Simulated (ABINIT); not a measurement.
## How the form of the self-energy moves the gap of CdSe (Cadmoselite)

Wanted: the gap of CdSe (Cadmoselite) under several approximations, with cost.

Method: PBE and many-body steps on it, plane waves, in ABINIT 10.8.3.

The database entry behind the starting cell differs from later determinations by our own check (inner coordinate of an old entry), so it need not match the best structure at ambient conditions.

**1. Set-up**

The structure is hexagonal, space group P6_3mc (No. 186). The conventional cell has a = 4.300 Å, b = 4.300 Å, c = 7.020 Å, α = 90.00°, β = 90.00°, γ = 120.00°. Nearest to Cd lie 4 Se at 2.61 to 2.70 Å. Nearest to Se lie 4 Cd at 2.61 to 2.70 Å. Farther neighbours and most contacts between anions are not listed.

The cell and positions come from the Crystallography Open Database and are kept as given unless a step says otherwise.

**2. Empty states on the mesh, 3×3×2 mesh, 132 bands**

This step: ABINIT 10.8.3; DFT, PBE, plane waves, norm-conserving pseudopotentials.

The sums over transitions need many empty states on a uniform mesh; this step solves for them.

File run.abi:

```
acell 3*1.0 Angstrom
rprim 
  4.300000000016 -0.000000000004 0.000000000000
  -2.150000000005 3.723909236288 0.000000000000
  0.000000000000 0.000000000000 7.020000000000
ntypat 2
znucl 48 34
natom 4
typat 1 1 2 2
xred 
  0.333333333333 0.666666666667 0.000000000000
  0.666666666667 0.333333333333 0.500000000000
  0.333333333333 0.666666666667 0.385000000000
  0.666666666667 0.333333333333 0.885000000000
pp_dirpath "pseudos"
pseudos "Cd.upf, Se.upf"
ecut 47
ngkpt 3 3 2
nshiftk 1
shiftk 0 0 0
kptopt 1
chksymbreak 0
iscf -2
irdden 1
istwfk *1
nband 132
nbdbuf 12
tolwfr 1e-09
nstep 60
prtvol 0
indata_prefix "in"
outdata_prefix "out"
tmpdata_prefix "tmp"
```

Started as:

```bash
OMP_NUM_THREADS=1 mpirun -n 4 abinit run.abi > log
```

Numbers of over 12 decimals in the logs are rounded to 6 here.

The program printed:

```text
.Version 10.8.3 of ABINIT. v10.8.2 released Aug 2026.

 Symmetries : space group P6_3 m c (#186); Bravais hP (primitive hexag.)
[... echo of the input left out ...]
== DATASET  1 ==================================================================
-   mpi_nproc: 4, omp_nthreads: 1 (-1 if OMP is not activated)

--- !DatasetInfo
iteration_state: {dtset: 1, }
dimensions: {natom: 4, nkpt: 6, mband: 132, nsppol: 1, nspinor: 1, nspden: 1, mpw: 11752, }
cutoff_energies: {ecut:  47.0, pawecutdg:  -1.0, }
[...]
1.58532    1.59817    1.60921    1.60921    1.64323    1.69627    1.69627    1.70988
   1.75455    1.75455    1.75719    1.76119    1.76119    1.77417    1.79125    1.81630
   1.81635    1.82352    1.82355    1.87060
 prteigrs : prtvol=0 or 1, do not print more k-points.

== END DATASET(S) ==============================================================
================================================================================

 -outvars: echo values of variables after computation  --------
            nband         132
             nkpt           6
          spgroup         186
 [... the other variables as echoed above ...]

 Calculation completed.
```

The job ended after 2.6 min (4 MPI ranks of Arm Neoverse V1, shared host; peak memory 0.53 GiB).

Numbers from this step:

| Item | Value |
| --- | --- |
| gap | 0.7010 eV |
| k of the valence top | 0, 0, 0 |
| k of the conduction bottom | 0, 0, 0 |
| least direct gap | 0.7010 eV |
| k points computed | 6 |
| lowest point of the top converged band, above the valence top | 42.54 eV |

On this mesh the gap is 0.701 eV.

The density comes from a self-consistent run that is not shown.

**3. Screening, 3×3×2 mesh, 120 bands, screening to 122.5 eV**

The RPA dielectric matrix is built and inverted for each q.

This step: RPA screening on PBE, plane waves, norm-conserving pseudopotentials.

Edit run.abi of step 2 so:

```diff
@@ -22,10 +22,11 @@
 chksymbreak 0
-iscf -2
-irdden 1
 istwfk *1
-nband 132
-nbdbuf 12
-tolwfr 1e-09
-nstep 60
-prtvol 0
+occopt 1
+irdwfk 1
+optdriver 3
+nband 120
+ecuteps 4.5
+inclvkb 2
+awtr 1
+symchi 1
 indata_prefix "in"
```

The program printed:

```text
.Version 10.8.3 of ABINIT. v10.8.2 released Aug 2026.

 Symmetries : space group P6_3 m c (#186); Bravais hP (primitive hexag.)
[... echo of the input left out ...]
== DATASET  1 ==================================================================
-   mpi_nproc: 4, omp_nthreads: 1 (-1 if OMP is not activated)

--- !DatasetInfo
iteration_state: {dtset: 1, }
dimensions: {natom: 4, nkpt: 6, mband: 120, nsppol: 1, nspinor: 1, nspden: 1, mpw: 11752, }
cutoff_energies: {ecut:  47.0, pawecutdg:  -1.0, }
electrons: {nelect:   7.20000000E+01, charge:   0.00000000E+00, occopt:   1.00000000E+00, tsmear:   1.00000000E-02, }

 SCREENING: Calculation of the susceptibility and dielectric matrices

 Based on a program developped by R.W. Godby, V. Olevano, G. Onida, and L. Reining.
 Incorporated in ABINIT by V. Olevano, G.-M. Rignanese, and M. Torrent.
.Using double precision arithmetic ; gwpc =  8

[... cell and pseudopotentials left out ...]
--------------------------------------------------------------------------------

 ==== K-mesh for the wavefunctions ====
 Number of points in the irreducible wedge :     6
[... list of points left out ...]
 Together with 12 symmetry operations and time-reversal symmetry
 yields    18 points in the full Brillouin Zone.

 ==== Q-mesh for the screening function ====
 Number of points in the irreducible wedge :     6
[... list of points left out ...]
 Together with 12 symmetry operations and time-reversal symmetry
 yields    18 points in the full Brillouin Zone.

 setmesh: FFT mesh size selected  =    30x   30x   54
          total number of points  =        48600

 vcoul_init : cutoff-mode = AUXILIARY_FUNCTION
 q-points for optical limit:   1
     1)      0.000010    0.000020    0.000030

- screening: taking advantage of time-reversal symmetry
- Maximum band index for partially occupied states nbvw = 36
- Remaining bands to be divided among processors   nbcw = 84
- Number of bands treated by each node ~21

 Number of electrons calculated from density =   72.0000; Expected =   72.0000
 average of density, n =  0.094914
 r_s =    1.3600
 omega_plasma =   29.7181 [eV]

 calculating chi0 at frequencies [eV] :
  1    0.000000E+00    0.000000E+00
  2    0.000000E+00    2.971811E+01

--------------------------------------------------------------------------------
  q-point number  1        q = ( 0.000000, 0.000000, 0.000000) [r.l.u.]
--------------------------------------------------------------------------------
[... chi0 elements left out ...]
 For q-point:  0.000010 0.000020 0.000030
  dielectric constant =  49.3051
  dielectric constant without local fields =  51.8843

  Average fulfillment of the sum rule on Im[epsilon] for q-point    1 :     38.76  [%]
[... wings left out ...]
  q-point number  2        q = ( 0.333333, 0.000000, 0.000000) [r.l.u.]
--------------------------------------------------------------------------------
[... chi0 elements left out ...]
  Average fulfillment of the sum rule on Im[epsilon] for q-point    2 :     42.88  [%]

 [... 4 further q-points ...]
```

Wall time 71 s (4 MPI ranks); peak memory 1.8 GiB.

Numbers from this step:

- ε∞ with local fields, on this mesh, along the program's q direction: 49.31
- the same without local fields: 51.88
- plasma frequency: 29.72 eV
- plane waves in the screening matrix: 337

Local fields lower ε∞ by 5 %. On a Γ-centred mesh this coarse the value itself is usually too large, while a short band sum pulls it down.

**4. G0W0, Godby-Needs plasmon pole**

The self-energy is evaluated for the states that the input lists, and the levels follow from it, in one-shot runs by the linearised quasiparticle equation.

This step: G0W0 on PBE, plane waves, norm-conserving pseudopotentials.

Edit run.abi of step 3 so:

```diff
@@ -25,8 +25,15 @@
 irdwfk 1
-optdriver 3
+optdriver 4
 nband 120
+gwcalctyp 0
+ecutsigx 47
+symsigma 1
+nkptgw 1
+kptgw 
+  0.0000000000 0.0000000000 0.0000000000
+bdgw 
+  35 38
 ecuteps 4.5
-inclvkb 2
-awtr 1
-symchi 1
+irdscr 1
+ppmodel 1
 indata_prefix "in"
```

The program printed:

```text
.Version 10.8.3 of ABINIT. v10.8.2 released Aug 2026.

 Symmetries : space group P6_3 m c (#186); Bravais hP (primitive hexag.)
[... echo of the input left out ...]
== DATASET  1 ==================================================================
-   mpi_nproc: 4, omp_nthreads: 1 (-1 if OMP is not activated)

--- !DatasetInfo
iteration_state: {dtset: 1, }
dimensions: {natom: 4, nkpt: 6, mband: 120, nsppol: 1, nspinor: 1, nspden: 1, mpw: 11752, }
cutoff_energies: {ecut:  47.0, pawecutdg:  -1.0, }
electrons: {nelect:   7.20000000E+01, charge:   0.00000000E+00, occopt:   1.00000000E+00, tsmear:   1.00000000E-02, }

 SIGMA: Calculation of the GW corrections

 Based on a program developped by R.W. Godby, V. Olevano, G. Onida, and L. Reining.
 Incorporated in ABINIT by V. Olevano, G.-M. Rignanese, and M. Torrent.
.Using double precision arithmetic ; gwpc =  8

[... cell and pseudopotentials left out ...]
--------------------------------------------------------------------------------

 ==== K-mesh for the wavefunctions ====
 Number of points in the irreducible wedge :     6
[... list of points left out ...]
 Together with 12 symmetry operations and time-reversal symmetry
 yields    18 points in the full Brillouin Zone.

 ==== Q-mesh for screening function ====
 Number of points in the irreducible wedge :     6
[... list of points left out ...]
 Together with 12 symmetry operations and time-reversal symmetry
 yields    18 points in the full Brillouin Zone.

 vcoul_init : cutoff-mode = AUXILIARY_FUNCTION
 q-points for optical limit:   1
     1)      0.000010    0.000020    0.000030
 setmesh: FFT mesh size selected  =    45x   45x   90
          total number of points  =       182250

 Number of electrons calculated from density =   72.0000; Expected =   72.0000
 average of density, n =  0.094914
 r_s =    1.3600
 omega_plasma =   29.7181 [eV]

 === KS Band Gaps ===
  >>>> For spin  1
   Minimum direct gap =   0.7010 [eV], located at k-point      :   0.0000  0.0000  0.0000
   Fundamental gap    =   0.7010 [eV], Top of valence bands at :   0.0000  0.0000  0.0000
                                       Bottom of conduction at :   0.0000  0.0000  0.0000
 SIGMA fundamental parameters:
 PLASMON POLE MODEL  1
 number of plane-waves for SigmaX                11621
 number of plane-waves for SigmaC and W            337
 number of plane-waves for wavefunctions         11621
 number of bands                                   120
 number of independent spin polarizations            1
 number of spinorial components                      1
 number of k-points in IBZ                           6
 number of q-points in IBZ                           6
 number of symmetry operations                      12
 number of k-points in BZ                           18
 number of q-points in BZ                           18
 number of frequencies for dSigma/dE                 9
 frequency step for dSigma/dE [eV]                0.25
 number of omega for Sigma on real axis              0
 max omega for Sigma on real axis  [eV]           0.00
 zcut for avoiding poles [eV]                     0.10

 EPSILON^-1 parameters (SCR file):
 dimension of the eps^-1 matrix on file            337
 dimension of the eps^-1 matrix used               337
 number of plane-waves for wavefunctions         11621
 number of bands                                   120
 number of q-points in IBZ                           6
 number of frequencies                               2
 number of real frequencies                          1
 number of imag frequencies                          1

 matrix elements of self-energy operator (all in [eV])

 Perturbative Calculation

--- !SelfEnergy_ee
iteration_state: {dtset: 1, }
kpoint     : [   0.000,    0.000,    0.000, ]
spin       : 1
KS_gap     :    0.701
QP_gap     :    1.788
Delta_QP_KS:    1.087
data: !SigmaeeData |
     Band     E0 <VxcDFT>   SigX SigC(E0)      Z dSigC/dE  Sig(E)    E-E0       E
       35   3.993 -15.575 -19.205   2.663   0.793  -0.261 -16.342  -0.767   3.226
       36   3.993 -15.575 -19.205   2.663   0.793  -0.261 -16.342  -0.767   3.226
       37   4.694 -11.685  -8.087  -3.204   0.815  -0.227 -11.364   0.321   5.014
       38   6.115 -11.359  -7.242  -3.507   0.816  -0.225 -10.861   0.498   6.613

== END DATASET(S) ==============================================================
================================================================================

 -outvars: echo values of variables after computation  --------
           etotal      0.0000000000E+00
            nband         120
             nkpt           6
          spgroup         186
 [... the other variables as echoed above ...]

 Calculation completed.
```

Wall time 8.7 s (4 MPI ranks); peak memory 1.6 GiB.

Numbers from this step:

* G0W0 gap on the points computed: 1.788 eV
* starting gap on the mesh: 0.7010 eV
* k of the valence top: 0, 0, 0
* k of the conduction bottom: 0, 0, 0
* Z at the valence top: 0.793
* Z at the conduction bottom: 0.815
* least direct G0W0 gap on the computed points: 1.788 eV

The gap on the mesh goes from 0.70 eV to 1.79 eV, a correction of +1.09 eV.

**5. G0W0, Hybertsen-Louie plasmon pole**

Edit run.abi of step 4 so:

```diff
@@ -37,3 +37,3 @@
 irdscr 1
-ppmodel 1
+ppmodel 2
 indata_prefix "in"
```

The program printed:

```text
.Version 10.8.3 of ABINIT. v10.8.2 released Aug 2026.

 Symmetries : space group P6_3 m c (#186); Bravais hP (primitive hexag.)
[... echo of the input left out ...]
== DATASET  1 ==================================================================
-   mpi_nproc: 4, omp_nthreads: 1 (-1 if OMP is not activated)

--- !DatasetInfo
iteration_state: {dtset: 1, }
dimensions: {natom: 4, nkpt: 6, mband: 120, nsppol: 1, nspinor: 1, nspden: 1, mpw: 11752, }
cutoff_energies: {ecut:  47.0, pawecutdg:  -1.0, }
electrons: {nelect:   7.20000000E+01, charge:   0.00000000E+00, occopt:   1.00000000E+00, tsmear:   1.00000000E-02, }

 SIGMA: Calculation of the GW corrections

 Based on a program developped by R.W. Godby, V. Olevano, G. Onida, and L. Reining.
 Incorporated in ABINIT by V. Olevano, G.-M. Rignanese, and M. Torrent.
.Using double precision arithmetic ; gwpc =  8

[... cell and pseudopotentials left out ...]
--------------------------------------------------------------------------------

 ==== K-mesh for the wavefunctions ====
 Number of points in the irreducible wedge :     6
[... list of points left out ...]
 Together with 12 symmetry operations and time-reversal symmetry
 yields    18 points in the full Brillouin Zone.

 ==== Q-mesh for screening function ====
 Number of points in the irreducible wedge :     6
[... list of points left out ...]
 Together with 12 symmetry operations and time-reversal symmetry
 yields    18 points in the full Brillouin Zone.

 vcoul_init : cutoff-mode = AUXILIARY_FUNCTION
 q-points for optical limit:   1
     1)      0.000010    0.000020    0.000030
 setmesh: FFT mesh size selected  =    45x   45x   90
          total number of points  =       182250

 Number of electrons calculated from density =   72.0000; Expected =   72.0000
[...]
number of k-points in IBZ                           6
 number of q-points in IBZ                           6
 number of symmetry operations                      12
 number of k-points in BZ                           18
 number of q-points in BZ                           18
 number of frequencies for dSigma/dE                 9
 frequency step for dSigma/dE [eV]                0.25
 number of omega for Sigma on real axis              0
 max omega for Sigma on real axis  [eV]           0.00
 zcut for avoiding poles [eV]                     0.10

 EPSILON^-1 parameters (SCR file):
 dimension of the eps^-1 matrix on file            337
 dimension of the eps^-1 matrix used               337
 number of plane-waves for wavefunctions         11621
 number of bands                                   120
 number of q-points in IBZ                           6
 number of frequencies                               2
 number of real frequencies                          1
 number of imag frequencies                          1

 matrix elements of self-energy operator (all in [eV])

 Perturbative Calculation

--- !SelfEnergy_ee
iteration_state: {dtset: 1, }
kpoint     : [   0.000,    0.000,    0.000, ]
spin       : 1
KS_gap     :    0.701
QP_gap     :    1.746
Delta_QP_KS:    1.045
data: !SigmaeeData |
     Band     E0 <VxcDFT>   SigX SigC(E0)      Z dSigC/dE  Sig(E)    E-E0       E
       35   3.993 -15.575 -19.205   2.481   0.866  -0.154 -16.571  -0.996   2.997
       36   3.993 -15.575 -19.205   2.481   0.866  -0.154 -16.571  -0.996   2.997
       37   4.694 -11.685  -8.087  -3.541   0.876  -0.141 -11.635   0.050   4.743
       38   6.115 -11.359  -7.242  -3.798   0.875  -0.142 -11.080   0.279   6.394

== END DATASET(S) ==============================================================
================================================================================

 -outvars: echo values of variables after computation  --------
           etotal      0.0000000000E+00
            nband         120
             nkpt           6
          spgroup         186
 [... the other variables as echoed above ...]

 Calculation completed.
```

Elapsed: 8.6 s, on 4 MPI ranks; peak memory 1.6 GiB.

This step gave:

```
G0W0 gap on the points computed              : 1.746 eV
starting gap on the mesh                     : 0.7010 eV
k of the valence top                         : 0, 0, 0
k of the conduction bottom                   : 0, 0, 0
Z at the valence top                         : 0.866
Z at the conduction bottom                   : 0.876
least direct G0W0 gap on the computed points : 1.746 eV
```

Against G0W0 in ABINIT (3×3×2 mesh, 120 bands, screening to 122.5 eV, Godby-Needs plasmon pole), the gap moves by −0.042 eV.

**6. G0W0, von der Linden-Horsch plasmon pole**

Edit run.abi of step 5 so:

```diff
@@ -37,3 +37,3 @@
 irdscr 1
-ppmodel 2
+ppmodel 3
 indata_prefix "in"
```

The program printed:

```text
.Version 10.8.3 of ABINIT. v10.8.2 released Aug 2026.

 Symmetries : space group P6_3 m c (#186); Bravais hP (primitive hexag.)
[... echo of the input left out ...]
== DATASET  1 ==================================================================
-   mpi_nproc: 4, omp_nthreads: 1 (-1 if OMP is not activated)

--- !DatasetInfo
iteration_state: {dtset: 1, }
dimensions: {natom: 4, nkpt: 6, mband: 120, nsppol: 1, nspinor: 1, nspden: 1, mpw: 11752, }
cutoff_energies: {ecut:  47.0, pawecutdg:  -1.0, }
[...]
36   3.993 -15.575 -19.205   2.463   0.868  -0.152 -16.587  -1.012   2.980
       37   4.694 -11.685  -8.087  -3.611   0.886  -0.129 -11.697  -0.012   4.682
       38   6.115 -11.359  -7.242  -3.880   0.886  -0.129 -11.149   0.210   6.325

== END DATASET(S) ==============================================================
================================================================================

 -outvars: echo values of variables after computation  --------
           etotal      0.0000000000E+00
            nband         120
             nkpt           6
          spgroup         186
 [... the other variables as echoed above ...]

 Calculation completed.
```

Wall time 7.2 s (4 MPI ranks); peak memory 1.6 GiB.

This step gave:

```yaml
g0w0_gap_on_the_points_computed: 1.702 eV
starting_gap_on_the_mesh: 0.7010 eV
k_of_the_valence_top: 0, 0, 0
k_of_the_conduction_bottom: 0, 0, 0
least_direct_g0w0_gap_on_the_computed_points: 1.702 eV
```

Against G0W0 in ABINIT (3×3×2 mesh, 120 bands, screening to 122.5 eV, Godby-Needs plasmon pole), the gap moves by −0.086 eV.

**7. G0W0, Engel-Farid plasmon pole**

Edit run.abi of step 6 so:

```diff
@@ -37,3 +37,3 @@
 irdscr 1
-ppmodel 3
+ppmodel 4
 indata_prefix "in"
```

The program printed:

```text
.Version 10.8.3 of ABINIT. v10.8.2 released Aug 2026.

 Symmetries : space group P6_3 m c (#186); Bravais hP (primitive hexag.)
[... echo of the input left out ...]
== DATASET  1 ==================================================================
-   mpi_nproc: 4, omp_nthreads: 1 (-1 if OMP is not activated)

--- !DatasetInfo
iteration_state: {dtset: 1, }
dimensions: {natom: 4, nkpt: 6, mband: 120, nsppol: 1, nspinor: 1, nspden: 1, mpw: 11752, }
cutoff_energies: {ecut:  47.0, pawecutdg:  -1.0, }
[...]
36   3.993 -15.575 -19.205   2.634   0.801  -0.248 -16.373  -0.798   3.195
       37   4.694 -11.685  -8.087  -3.399   0.823  -0.216 -11.522   0.163   4.857
       38   6.115 -11.359  -7.242  -3.643   0.821  -0.218 -10.970   0.389   6.504

== END DATASET(S) ==============================================================
================================================================================

 -outvars: echo values of variables after computation  --------
           etotal      0.0000000000E+00
            nband         120
             nkpt           6
          spgroup         186
 [... the other variables as echoed above ...]

 Calculation completed.
```

Elapsed: 7.1 s, on 4 MPI ranks; peak memory 1.6 GiB; 28 s of CPU time.

Numbers from this step:

```yaml
g0w0_gap_on_the_points_computed: 1.662 eV
starting_gap_on_the_mesh: 0.7010 eV
k_of_the_valence_top: 0, 0, 0
k_of_the_conduction_bottom: 0, 0, 0
least_direct_g0w0_gap_on_the_computed_points: 1.662 eV
```

Against G0W0 in ABINIT (3×3×2 mesh, 120 bands, screening to 122.5 eV, Godby-Needs plasmon pole), the gap moves by −0.126 eV.

(Part 1 of 2 ends here.)

[Paths, hosts, dates, memory and timing lines, banners, echoed tables and standing remarks are left out of the program output.]

[Logs are printed without paths, hosts, clocks, repeated set-up lines and the standing remarks that a program may print on its own settings, such as how far it seeks lower states.]

[Runs of the session that timed out or met a known fault of the program may be left out.]

[No measured gap is set beside runs whose start may be inverted or whose files or cutoffs have a known fault.]

[Hosts, paths, dates, database ids (printed as entryN), source tags and the programs' standing remarks are cut or masked in the printed files.]

[G0W0 gaps are taken among the corrected bands and points alone; a level outside them can change the order at an edge.]

[Where Ansatz stands beside ABINIT at settings called matched, ABINIT's density can come from a denser mesh and the files from another edition; pairs whose starting gaps differed by over 0.03 eV were left out, so agreement reads better than it is.]
